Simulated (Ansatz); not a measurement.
# The perfect Cu wire along [110], 7 atoms a period, part 2 of 2

What gap, if any, does the Cu wire along [110], 7 atoms a period have, and how many channels would it open?

Ansatz 0.2.0; DFT PBE, plane waves, PAW; relaxation of a wire's period; PAW set soft_1 (the session's first sound run).

So far: The starting structure; Relaxing the period.

### Step 2. Relaxing the period (continued)

The steps of the relaxation:

```
step  energy less that of the first step (eV)  largest force component (eV/Å)  pressure (GPa)  volume (Å³)
   1                                   0.0000                          0.4894           -2.11       319.49
   2                                  -0.1506                          0.2413           -1.11       313.60
   3                                  -0.2035                          0.0914            0.26       305.04
   4                                  -0.2069                          0.0148           -0.03       305.89
  5*                                  -0.2031                          0.0148           -0.02       305.89
```

Relaxation steps marked * repeat the geometry before them on a plane-wave basis chosen anew for their cell, so energy and pressure can jump there.

Forces are held to the 8 operations that the run works with; a distortion that breaks them can't arise in this run.

| cell as run | before | after | change |
| --- | --- | --- | --- |
| c (Å) | 2.567 | 2.458 | -4.3 % |

The atoms that moved most (Å, along periodic axes as changes of fractional coordinates times the final cell, across vacuum about the mean position):

```
atom      dx      dy     dz  length
 Cu7   0.000  -0.082  0.000   0.082
 Cu1   0.000   0.082  0.000   0.082
 Cu6  -0.011  -0.033  0.000   0.035
 Cu4   0.011  -0.033  0.000   0.035
 Cu5  -0.011   0.033  0.000   0.035
 Cu3   0.011   0.033  0.000   0.035
```

Final coordinates:

```cif
data_structure
_symmetry_space_group_name_H-M 'P 1'
_symmetry_Int_Tables_number 1
_cell_length_a 10.4300
_cell_length_b 11.9340
_cell_length_c 2.4575
_cell_angle_alpha 90.000
_cell_angle_beta 90.000
_cell_angle_gamma 90.000
_cell_volume 305.89
loop_
_atom_site_label
_atom_site_type_symbol
_atom_site_fract_x
_atom_site_fract_y
_atom_site_fract_z
_atom_site_occupancy
Cu1 Cu 0.50000 0.29181 0.00000 1
Cu2 Cu 0.50000 0.49998 0.00000 1
Cu3 Cu 0.32708 0.39523 0.50000 1
Cu4 Cu 0.32708 0.60474 0.50000 1
Cu5 Cu 0.67292 0.39523 0.50000 1
Cu6 Cu 0.67292 0.60474 0.50000 1
Cu7 Cu 0.50000 0.70816 0.00000 1
```

Numbers from this step:

```
energy at zero smearing    : -46371.1821 eV
cell length along the wire : 2.458 Å
```

The cell's length comes to 2.458 Å with spin left out.

### Step 3. Bands of the perfect wire

This step: DFT PBE, plane waves, PAW; bands of a perfect wire; PAW set soft_1 (Ansatz 0.2.0).

At the relaxed period the bands are computed along the axis; those that cross an energy going forward count the channels that a perfect wire would open there.

input.yaml

```yaml
crystal:
  lattice:
    - [10.43, 0.0, 0.0]
    - [0.0, 11.934, 0.0]
    - [0.0, 0.0, 2.4575396221]
  atoms:
    - { symbol: Cu, position: [0.5, 0.291807105, 0.0] }
    - { symbol: Cu, position: [0.5, 0.499983041, 0.0] }
    - { symbol: Cu, position: [0.32707878, 0.395225953, 0.5] }
    - { symbol: Cu, position: [0.32707878, 0.60474013, 0.5] }
    - { symbol: Cu, position: [0.67292122, 0.395225953, 0.5] }
    - { symbol: Cu, position: [0.67292122, 0.60474013, 0.5] }
    - { symbol: Cu, position: [0.5, 0.708158978, 0.0] }
kpoints:
  mp_grid: { grid: [1, 1, 33] }
  band_path: { path: ["Γ", Z], npoints: 90 }
scf:
  occupations: { method: fermi_dirac, width: 0.05 }
hamiltonian:
  xc: pbe
  pseudopotentials: { kind: paw, azcp: { folder: soft_1 } }
output:
  dos: { e_range: [-5, 4] }
  write_potential: true
  write_density: true
  volumetric_format: npy
```

Launch:

```
$ ansatz run input.yaml --threads 4 --pin off --max-ram 16384MiB --backend cpu --events-out ev --progress --plain --runs-dir out
```

Numbers of over 12 decimals in the logs are rounded to 6 here.

Output:

```text
[...]
Crystal: 7 atoms, lattice volume = 305.894 Å³
Basis set: ecut = 420 eV, 5949 PW (Γ)
Bands: 80, of which v1, the nominal top of the filled ones, is band 67 counted from 1 (66 counted from 0)
Symmetry: 8 space group operations
[...]
k-points: 17 of 33
[...]
SCF iter   1: F=—  HF=-46375.650707 eV  |F-HF|=—  |Δ(HF+E_count)|=         —  Δρ=1.11e-1  dr2=2.38e1  ethr=3.10e-3  ⟨swp⟩=7.3  Hψ=5771  notcnv=0  defer=8
[...]
SCF iter  11: F=-46371.197922 eV  HF=-46371.197922 eV  |F-HF|=3.78e-10  |Δ(HF+E_count)|=   2.85e-7  Δρ=5.65e-6  dr2=7.88e-8  ethr=7.52e-11  ⟨swp⟩=10.6  Hψ=5319  notcnv=0
SCF 1 converged in 11 iterations: F = -46371.197922 eV  dr2 = 7.88e-8
[...]
NSCF: frozen V_eff on 91 k-points
WARN: The output density's exchange-correlation potential varies sharply where the density is thin. Do not read a vacuum level from v_tot or v_xc, or from such a field of the output density. On a cell that repeats whose density bears no net charge and no dipole along the vacuum's axis use v_es (v_loc + v_h of the components); under efield.dipole_correction with no amplitude use v_es + v_field, which holds any externa [...]
SCF converged after 11 iterations
Free energy (F): -46371.197922 eV
[...]
Internal energy: -46371.176391 eV  (E = F + TS)
E sigma→0 (E₀):  -46371.187156 eV
Entropy (-TS):   -0.021531 eV (-3.076 meV/atom)
Fermi energy:    1.109328 eV
[...]
--- Band table (eV; the first three rows and the last of 17) ---
  k-point 0: bands = [... 63 lower, -0.2136, -0.1443, -0.0844, 0.1319, 0.1700, 0.8392, 1.8555, 2.3539, ... 9 higher]
  k-point 1: bands = [... 63 lower, -0.2241, -0.1635, -0.1117, 0.1898, 0.1916, 0.8767, 1.9097, 2.3895, ... 9 higher]
  k-point 2: bands = [... 63 lower, -0.2502, -0.2116, -0.1492, 0.2553, 0.3158, 0.9815, 2.0631, 2.4906, ... 9 higher]
  k-point 16: bands = [... 63 lower, 1.4712, 2.1317, 2.2825, 2.8033, 3.5033, 4.4060, 4.9133, 5.2467, ... 9 higher]
```

The job ended after 38 s (4 threads of Intel Xeon Platinum 8259CL at 2.50GHz (Skylake/Cascade Lake), shared host; peak memory 1.4 GiB; 2.4 min of CPU time).

In the SCF lines HF is the Harris–Foulkes energy and dr2 the Hartree energy of the density residual, in eV; the loop may stop once dr2 is under the threshold and the program's other checks hold. Hψ counts applications of the Hamiltonian.

Numbers from this step:

- energy at zero smearing: -46371.1872 eV
- band gap: 0 eV

Electronic bands along the path, in eV, zero at the Fermi level:

```
  point  band 63  band 64  band 65  band 66  band 67  band 68  band 69  band 70
      Γ    -1.36    -1.32    -1.25    -1.19    -0.98    -0.94    -0.27     0.75
halfway    -1.46    -1.30    -1.30    -1.14     0.30     0.55     1.38     2.71
      Z    -1.07     0.56     0.81     1.21     1.99     2.09     3.34     3.86
```

Between Γ and Z the bands cross the Fermi level 6 times, so a perfect wire would conduct at least 6 G₀, with spin left out.

### Step 4. Summary of results

| Property | Result |
| --- | --- |
| cell length, PBE | 2.458 Å |
| ballistic conductance by band crossings, a lower bound, PBE | 6 G₀ |

Under PBE the cell's length is 2.46 Å, and the bands cross the Fermi level 6 times between Γ and Z, which gives a perfect wire at least 6 G₀ (opposite crossings within one step of the path cancel in such a count).

[Logs are printed without paths, hosts, clocks, repeated set-up lines and the standing remarks that a program may print on its own settings, such as how far it seeks lower states.]

[Hosts, paths, dates, database ids (printed as entryN), source tags and the programs' standing remarks are cut or masked in the printed files.]
